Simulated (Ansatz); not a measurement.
# How fast states decay through NaCaF3, part 2 of 3

A new crystal, NaCaF3: structure, gap and complex bands. It is built by putting Na for K, Ca for Mg in the KMgF3 structure of space group Pm-3m, with the volume rescaled by atomic radii. The parent structure comes from the Materials Project.

Ansatz 0.2.0; LDA DFT, plane waves, PAW files (the session's first sound run).

So far, gap on path (eV): step 3 (band edges) 5.04.

The structure was built from a prototype and need not be the compound's stable phase.

### Step 4. Decaying states in the gap

This step: LDA DFT, plane waves, PAW files; complex bands by layer matching along the plane's normal (Ansatz 0.2.0).

The same crystal is laid in a cell whose first two vectors span the (001) plane (indices of the standard conventional cell, whose axes can be ordered otherwise than in the bulk input). At fixed energy and wavevector in the plane the solver finds all kz, real and complex. A few wavevectors are listed, (0, 0), (-0.5, -0.5) and (0.5, 0) in units of the plane's reciprocal vectors; the slowest state needn't be among them.

input.yaml

```yaml
crystal:
  lattice:
    - [4.297224685, 0.0, 0.0]
    - [0.0, 4.297224685, 0.0]
    - [0.0, 0.0, 4.297224685]
  atoms:
    - { symbol: Na, position: [0.5, 0.5, 0.5] }
    - { symbol: Ca, position: [0.0, 0.0, 0.0] }
    - { symbol: F, position: [0.0, 0.5, 0.0] }
    - { symbol: F, position: [0.0, 0.0, 0.5] }
    - { symbol: F, position: [0.5, 0.0, 0.0] }
kpoints:
  mp_grid: { grid: [6, 6, 6] }
scf:
  occupations: { method: fixed }
hamiltonian:
  xc: lda
output:
  eigenvalues: true
  transmission:
    leads: [[0, 0]]
    kpoints: [[0.0, 0.0], [-0.5, -0.5], [0.5, 0.0]]
    e_range: [-1.0, 6.04]
    de: 0.12
```

On the command line:

```sh
> ansatz run input.yaml --threads 2 --pin off --max-ram 4096MiB --backend cpu --events-out ev --progress --plain --runs-dir out
```

Numbers of over 12 decimals in the logs are rounded to 6 here.

The log of the run:

```text
[...]
Crystal: 5 atoms, lattice volume = 79.353 Å³
Basis set: ecut = 420 eV, 1551 PW (Γ)
Bands: 25, of which v1, the nominal top of the filled ones, is band 20 counted from 1 (19 counted from 0)
Symmetry: 48 space group operations
[...]
k-points: 20 of 216
[...]
SCF iter   1: F=—  HF=-5628.496462 eV  |F-HF|=—  |Δ(HF+E_count)|=         —  Δρ=1.69e-2  dr2=1.64e-1  ethr=1.77e-3  ⟨swp⟩=4.8  Hψ=2196  notcnv=0  defer=34
[...]
SCF iter   7: F=-5628.448093 eV  HF=-5628.448093 eV  |F-HF|=2.06e-10  |Δ(HF+E_count)|=   2.12e-8  Δρ=2.00e-6  dr2=4.44e-9  ethr=2.50e-10  ⟨swp⟩=8.1  Hψ=2190  notcnv=0
SCF 1 converged in 7 iterations: F = -5628.448093 eV  dr2 = 4.44e-9
[...]
transmission: 7 of 21 steps passed
transmission: 14 of 21 steps passed
transmission: 21 of 21 steps passed
SCF converged after 7 iterations
Free energy (F): -5628.448093 eV
[...]
Internal energy: -5628.448093 eV  (E = F + TS)
E sigma→0 (E₀):  -5628.448093 eV
Fermi energy:    0.457728 eV
[...]
--- Band table (eV; the first three rows and the last of 20) ---
  k-point 0: bands = [... 16 lower, -0.0060, 0.3515, 0.3515, 0.3515, 5.4934, 9.9540, 9.9540, 9.9540, ... 1 higher]
  k-point 1: bands = [... 16 lower, -0.0389, 0.0088, 0.3323, 0.3323, 5.8533, 9.9942, 10.0869, 10.0869, ... 1 higher]
  k-point 2: bands = [... 16 lower, -0.1875, -0.1051, 0.3072, 0.3072, 6.7685, 9.6519, 10.0779, 10.3360, ... 1 higher]
  k-point 19: bands = [... 16 lower, -1.0663, 0.4577, 0.4577, 0.4577, 8.9991, 10.6034, 10.6034, 10.6034, ... 1 higher]
--- Transmission ---
  basis      : 161 plane waves across, 7 finite elements along
  points     : 3, as listed
  energies   : 59 from -1.000000 to 5.960000 eV about the Fermi level, 0.120000 eV apart; the leads are filled to 2.517817 eV, and channels, transmission and decay are at 2.480000 eV
  crystal 0  : Ca1F3Na1, at the sites [0, 0], period 4.2972 Å: whole cells are its period
    offset         : up to 0.0000 Å between an atom of the period and one for which it stands
    channels       : 0.000000e0 a spin
    conductance    : none, the energies end too early or step too widely for 300 K: set another output.transmission.e_range or a lower de, or, where they end at an eighth of basis.ecutwfc, a higher one
    slowest decay  : 0.4349 /Å at (0.0000, 0.0000)
```

It took 28 s on 2 threads of Arm Neoverse V2, shared host; peak memory 0.45 GiB.

This step gave:

- level to which the leads are filled: 2.518 eV from the Fermi level
- decay constant at the filling level, zone centre: 0.4349 Å⁻¹
- decay constant at the filling level, slowest listed point: 0.4349 Å⁻¹

K parallel (0, 0); values up to 1.5 1/Å, a degenerate pair printed once or twice; energies at which all values exceed this have no row. Im kz of the slowest decaying states against energy, zero at the highest filled level on the SCF mesh:

```
energy (eV)  decay 1 (Å⁻¹)  decay 2 (Å⁻¹)  decay 3 (Å⁻¹)  decay 4 (Å⁻¹)
      -1.00          0.196          0.639           1.12              -
      -0.64          0.260          0.410           1.33           1.47
      -0.28          0.459          0.523          0.601          0.899
      -0.04         0.0997          0.327          0.566          0.607
       0.08          0.162          0.448          0.583          0.653
       0.44          0.263          0.592          0.618          0.744
       0.68          0.305          0.634          0.645          0.784
       1.04          0.351          0.647          0.699          0.827
       1.40          0.384          0.653          0.735          0.856
       1.76          0.409          0.652          0.761          0.877
       2.12          0.425          0.647          0.779          0.892
       2.48          0.435          0.639          0.791          0.902
       2.84          0.436          0.628          0.799          0.908
       3.20          0.428          0.617          0.803          0.911
       3.56          0.408          0.608          0.803          0.910
       3.92          0.373          0.601          0.801          0.908
       4.28          0.321          0.595          0.796          0.903
       4.52          0.271          0.593          0.792          0.898
       4.88          0.154          0.589          0.783          0.890
       5.24          0.586          0.771          0.880           1.24
       5.60          0.582          0.757          0.868           1.22
       5.96          0.578          0.741          0.854           1.21
```

K parallel (-0.5, -0.5); values up to 1.5 1/Å, a degenerate pair printed once or twice; energies at which all values exceed this have no row. Table of Im kz of the slowest decaying states by energy, zero at the highest filled level on the SCF mesh:

```
energy (eV)  decay 1 (Å⁻¹)  decay 2 (Å⁻¹)  decay 3 (Å⁻¹)  decay 4 (Å⁻¹)
      -1.00          0.781           1.12           1.27           1.32
      -0.76          0.830           1.18           1.23           1.40
      -0.40          0.879           1.18           1.23           1.29
      -0.16          0.152          0.903           1.06           1.14
      -0.04          0.200          0.709          0.913           1.12
       0.08          0.229          0.236          0.905          0.921
       0.44          0.312          0.559          0.941          0.993
       0.68          0.349          0.815          0.951           1.30
       0.92          0.379          0.843          0.958           1.31
       1.28          0.415          0.873          0.965           1.32
       1.52          0.436          0.887          0.968           1.32
       1.76          0.453          0.898          0.969           1.32
       2.12          0.475          0.909          0.968           1.32
       2.36          0.488          0.914          0.966           1.32
       2.60          0.499          0.917          0.963           1.32
       2.84          0.509          0.919          0.959           1.32
       3.20          0.521          0.919          0.951           1.31
       3.44          0.528          0.917          0.945           1.31
       3.68          0.534          0.914          0.939           1.30
       4.04          0.541          0.908          0.927           1.29
       4.28          0.545          0.902          0.919           1.29
       4.52          0.548          0.895          0.910           1.28
       4.88          0.551          0.883          0.895           1.27
       5.12          0.552          0.874          0.885           1.26
       5.36          0.553          0.863          0.874           1.25
       5.72          0.552          0.846          0.858           1.23
       5.96          0.551          0.833          0.847           1.22
```

K parallel (0.5, 0); values up to 1.5 1/Å, a degenerate pair printed once or twice; energies at which all values exceed this have no row. Im kz of the slowest decaying states against energy, zero at the highest filled level on the SCF mesh:

```
energy (eV)  decay 1 (Å⁻¹)  decay 2 (Å⁻¹)  decay 3 (Å⁻¹)  decay 4 (Å⁻¹)
      -1.00          0.105          0.428          0.554          0.673
      -0.76         0.0817          0.110          0.262          0.391
      -0.40          0.361          0.503          0.850           1.08
      -0.16         0.0142         0.0333          0.602          0.949
      -0.04          0.140          0.347          0.637          0.985
       0.08          0.193          0.248          0.451          0.665
       0.44          0.286          0.600          0.605          0.727
       0.68          0.328          0.655          0.755          0.799
       0.92          0.360          0.695          0.776          0.826
       1.28          0.399          0.737          0.799          0.854
       1.52          0.420          0.757          0.810          0.868
       1.76          0.438          0.773          0.817          0.877
       2.12          0.460          0.791          0.824          0.887
       2.36          0.472          0.799          0.826          0.891
       2.60          0.483          0.806          0.827          0.893
       2.84          0.492          0.810          0.825          0.892
       3.20          0.504          0.814          0.821          0.889
       3.44          0.509          0.814          0.816          0.885
       3.68          0.514          0.809          0.814          0.879
       4.04          0.519          0.798          0.810          0.868
       4.28          0.521          0.789          0.807          0.858
       4.52          0.521          0.779          0.802          0.846
       4.88          0.519          0.762          0.793          0.826
       5.12          0.516          0.749          0.785          0.810
       5.36          0.512          0.736          0.749          0.777
       5.72          0.501          0.656          0.715          0.762
       5.96          0.490          0.602          0.700          0.751
```

At the listed wavevectors the last open channel is at -0.04 eV and the next at +5.12 eV on the grid. At +2.48 eV, the grid energy nearest the filling level (the middle of the gap on the SCF mesh), the slowest state at the listed wavevectors decays with κ = 0.435 Å⁻¹, its amplitude falling by e over 2.3 Å. Through 1 nm of this crystal that state's transmission falls by exp(−2 × 0.435 Å⁻¹ × 10 Å) = 1.7e-4.

### Step 5. Decay over the two-dimensional zone

The listed points could miss the slowest state, so one energy near mid-gap is solved on a mesh of 12×12.

input.yaml: that of step 4 with these lines changed.

```diff
@@ -19,6 +19,2 @@
   eigenvalues: true
-  transmission:
-    leads: [[0, 0]]
-    kpoints: [[0.0, 0.0], [-0.5, -0.5], [0.5, 0.0]]
-    e_range: [-1.0, 6.04]
-    de: 0.12
+  transmission: { leads: [[0, 0]], kmesh: [12, 12], e_range: [2.52, 2.53], de: 0.05 }
```

The log of the run:

```text
[...]
Crystal: 5 atoms, lattice volume = 79.353 Å³
Basis set: ecut = 420 eV, 1551 PW (Γ)
Bands: 25, of which v1, the nominal top of the filled ones, is band 20 counted from 1 (19 counted from 0)
Symmetry: 48 space group operations
[...]
k-points: 20 of 216
[...]
SCF iter   1: F=—  HF=-5628.496462 eV  |F-HF|=—  |Δ(HF+E_count)|=         —  Δρ=1.69e-2  dr2=1.64e-1  ethr=1.77e-3  ⟨swp⟩=4.8  Hψ=2196  notcnv=0  defer=34
[...]
SCF iter   7: F=-5628.448093 eV  HF=-5628.448093 eV  |F-HF|=2.06e-10  |Δ(HF+E_count)|=   2.12e-8  Δρ=2.00e-6  dr2=4.44e-9  ethr=2.50e-10  ⟨swp⟩=8.1  Hψ=2190  notcnv=0
SCF 1 converged in 7 iterations: F = -5628.448093 eV  dr2 = 4.44e-9
[...]
transmission: 24 of 168 steps passed
transmission: 48 of 168 steps passed
[...]
transmission: 168 of 168 steps passed
SCF converged after 7 iterations
Free energy (F): -5628.448093 eV
[...]
Internal energy: -5628.448093 eV  (E = F + TS)
E sigma→0 (E₀):  -5628.448093 eV
Fermi energy:    0.457728 eV
[...]
--- Band table (eV; the first three rows and the last of 20) ---
  k-point 0: bands = [... 16 lower, -0.0060, 0.3515, 0.3515, 0.3515, 5.4934, 9.9540, 9.9540, 9.9540, ... 1 higher]
  k-point 1: bands = [... 16 lower, -0.0389, 0.0088, 0.3323, 0.3323, 5.8533, 9.9942, 10.0869, 10.0869, ... 1 higher]
  k-point 2: bands = [... 16 lower, -0.1875, -0.1051, 0.3072, 0.3072, 6.7685, 9.6519, 10.0779, 10.3360, ... 1 higher]
  k-point 19: bands = [... 16 lower, -1.0663, 0.4577, 0.4577, 0.4577, 8.9991, 10.6034, 10.6034, 10.6034, ... 1 higher]
--- Transmission ---
  basis      : 161 plane waves across, 6 finite elements along
  points     : 28, standing for a mesh of 12 x 12
  energies   : 1 from 2.520000 to 2.520000 eV about the Fermi level; the leads are filled to 2.517817 eV, and channels, transmission and decay are at 2.520000 eV
  crystal 0  : Ca1F3Na1, at the sites [0, 0], period 4.2972 Å: whole cells are its period
[...]
channels       : 0.000000e0 a spin
    conductance    : none, crystal 0 has no channel at the energies, or these end too early or step too widely for 300 K: set another output.transmission.e_range or a lower de, or, where they end at an eighth of basis.ecutwfc, a higher one
    slowest decay  : 0.4354 /Å at (0.0000, 0.0000)
```

Wall time 15 s (2 threads); peak memory 0.47 GiB; 29 s of CPU time.

Numbers from this step:

```
least decay constant on the mesh : 0.4354 Å⁻¹
```

Slowest decay constant (1/Å; 0 where a channel is open) over k1 and k2. At 2.5200 eV from the Fermi level.

Values, 12 rows by 12 columns:
```
0.495 0.494 0.492 0.489 0.484 0.480 0.478 0.480 0.484 0.489 0.492 0.494
0.493 0.492 0.490 0.486 0.481 0.476 0.474 0.476 0.481 0.486 0.490 0.492
0.490 0.489 0.486 0.481 0.475 0.469 0.466 0.469 0.475 0.481 0.486 0.489
0.485 0.484 0.481 0.475 0.466 0.458 0.454 0.458 0.466 0.475 0.481 0.484
0.481 0.480 0.476 0.469 0.458 0.446 0.441 0.446 0.458 0.469 0.476 0.480
0.480 0.478 0.474 0.466 0.454 0.441 0.435 0.441 0.454 0.466 0.474 0.478
0.481 0.480 0.476 0.469 0.458 0.446 0.441 0.446 0.458 0.469 0.476 0.480
0.485 0.484 0.481 0.475 0.466 0.458 0.454 0.458 0.466 0.475 0.481 0.484
0.490 0.489 0.486 0.481 0.475 0.469 0.466 0.469 0.475 0.481 0.486 0.489
0.493 0.492 0.490 0.486 0.481 0.476 0.474 0.476 0.481 0.486 0.490 0.492
0.495 0.494 0.492 0.489 0.484 0.480 0.478 0.480 0.484 0.489 0.492 0.494
0.495 0.495 0.493 0.490 0.485 0.481 0.480 0.481 0.485 0.490 0.493 0.495
```
Columns: k1 (b1) from -0.5 to 0.417; rows upwards: k2 (b2) from -0.5 to 0.417.

The least value on the mesh is 0.435 Å⁻¹ at +2.52 eV. At that energy the listed points give about 0.435 Å⁻¹ by interpolation, so the mesh holds no clearly slower state.

### Step 6. Band edges at another level, cutoff 1500 eV

This step: LDA DFT, plane waves, JTH PAW files (Ansatz 0.2.0).

The edges again with JTH files, at the same atoms. Against that run the cutoff is 1500 eV against 420.

input.yaml

```yaml
crystal:
  lattice:
    - [4.2972246849, 0.0, 0.0]
    - [0.0, 4.2972246849, 0.0]
    - [0.0, 0.0, 4.2972246849]
  atoms:
    - { symbol: Na, position: [0.5, 0.5, 0.5] }
    - { symbol: Ca, position: [0.0, 0.0, 0.0] }
    - { symbol: F, position: [0.0, 0.5, 0.0] }
    - { symbol: F, position: [0.0, 0.0, 0.5] }
    - { symbol: F, position: [0.5, 0.0, 0.0] }
kpoints:
  mp_grid: { grid: [6, 6, 6] }
  band_path: { path: [VBM, CBM], npoints: 30 }
scf:
  occupations: { method: fixed }
hamiltonian:
  xc: lda
  pseudopotentials: { kind: paw, source: jth }
output:
  eigenvalues: true
```

The log of the run:

```text
Warning: <dir> the checks of this Na dataset prove no rule for summing its radial tables, as where they were carried onto another mesh than they were made on, and Gregory's rule is taken, under which a leading mesh point left out moves its sums only by what lay on the interval it spanned. That does not make them correct, and they differ from Quantum ESPRESSO's on this file; a re-export a fraction of a mesh step off can move them. hamiltonian.pseudopotentials.radial_quadrature: simpson_from_first_knot sums it by `pw.x`'s rule; on a PAW file no value gives `pw.x`'s numbers. What more to know: hamiltonian.pseudopotentials.radial_quadrature, in the input reference
Warning: <dir> the checks of this Ca dataset prove no rule for summing its radial tables, as where they were carried onto another mesh than they were made on, and Gregory's rule is taken, under which a leading mesh point left out moves its sums only by what lay on the interval it spanned. That does not make them correct, and they differ from Quantum ESPRESSO's on this file; a re-export a fraction of a mesh step off can move them. hamiltonian.pseudopotentials.radial_quadrature: simpson_from_first_knot sums it by `pw.x`'s rule; on a PAW file no value gives `pw.x`'s numbers. What more to know: hamiltonian.pseudopotentials.radial_quadrature, in the input reference
Warning: <dir> the checks of this F dataset prove no rule for summing its radial tables, as where they were carried onto another mesh than they were made on, and Gregory's rule is taken, under which a leading mesh point left out moves its sums only by what lay on the interval it spanned. That does not make them correct, and they differ from Quantum ESPRESSO's on this file; a re-export a fraction of a mesh step off can move them. hamiltonian.pseudopotentials.radial_quadrature: simpson_from_first_knot sums it by `pw.x`'s rule; on a PAW file no value gives `pw.x`'s numbers. What more to know: hamiltonian.pseudopotentials.radial_quadrature, in the input reference
[...]
Crystal: 5 atoms, lattice volume = 79.353 Å³
Basis set: ecut = 1500 eV, 10443 PW (Γ)
Bands: 25, of which v1, the nominal top of the filled ones, is band 20 counted from 1 (19 counted from 0)
Symmetry: 48 space group operations
[...]
k-points: 20 of 216
[...]
SCF iter   1: F=—  HF=-5632.090101 eV  |F-HF|=—  |Δ(HF+E_count)|=         —  Δρ=1.66e-1  dr2=2.07e1  ethr=3.10e-3  ⟨swp⟩=4.5  Hψ=2193  notcnv=0  defer=46
[...]
SCF iter  10: F=-5625.352834 eV  HF=-5625.352834 eV  |F-HF|=2.18e-9  |Δ(HF+E_count)|=   1.52e-8  Δρ=1.65e-6  dr2=2.34e-9  ethr=2.50e-10  ⟨swp⟩=10.2  Hψ=2469  notcnv=0
SCF 1 converged in 10 iterations: F = -5625.352834 eV  dr2 = 2.34e-9
[...]
SCF converged after 10 iterations
Free energy (F): -5625.352834 eV
[...]
Internal energy: -5625.352834 eV  (E = F + TS)
E sigma→0 (E₀):  -5625.352834 eV
Fermi energy:    0.490400 eV
[...]
--- Band table (eV; the first three rows and the last of 20) ---
  k-point 0: bands = [... 16 lower, 0.0259, 0.3822, 0.3822, 0.3822, 5.5151, 9.9877, 9.9877, 9.9877, ... 1 higher]
  k-point 1: bands = [... 16 lower, -0.0073, 0.0389, 0.3631, 0.3631, 5.8757, 10.0271, 10.1203, 10.1203, ... 1 higher]
  k-point 2: bands = [... 16 lower, -0.1554, -0.0725, 0.3375, 0.3375, 6.7928, 9.6796, 10.1090, 10.3686, ... 1 higher]
  k-point 19: bands = [... 16 lower, -1.0370, 0.4904, 0.4904, 0.4904, 9.0270, 10.6367, 10.6367, 10.6367, ... 1 higher]
```

Elapsed: 18 s, on 2 threads; peak memory 0.66 GiB; 35 s of CPU time.

This step gave:

```yaml
free_energy: -5625.3528 eV
fermi_energy: 0.4904 eV
gap_on_the_k_mesh: 5.025 eV
gap_on_path: 5.025 eV, by band count; negative where bands overlap
direct_gap_on_path: 5.133 eV
```

The electronic bands at the labelled points (eV, zero at the Fermi level (highest filled level under fixed occupations); v1 is the highest filled band, c1 the lowest empty one):

```
  point     v4     v3     v2     v1    c1
    VBM  -1.53   0.00   0.00   0.00  8.54
halfway  -0.94  -0.33  -0.33  -0.24  7.01
    CBM  -0.46  -0.11  -0.11  -0.11  5.02
```

The searched edges give 5.02 eV, as on the mesh.

(Part 2 of 3 ends here.)

[Logs are printed without paths, hosts, clocks, repeated set-up lines and the standing remarks that a program may print on its own settings, such as how far it seeks lower states.]

[Hosts, paths, dates, database ids (printed as entryN), source tags and the programs' standing remarks are cut or masked in the printed files.]
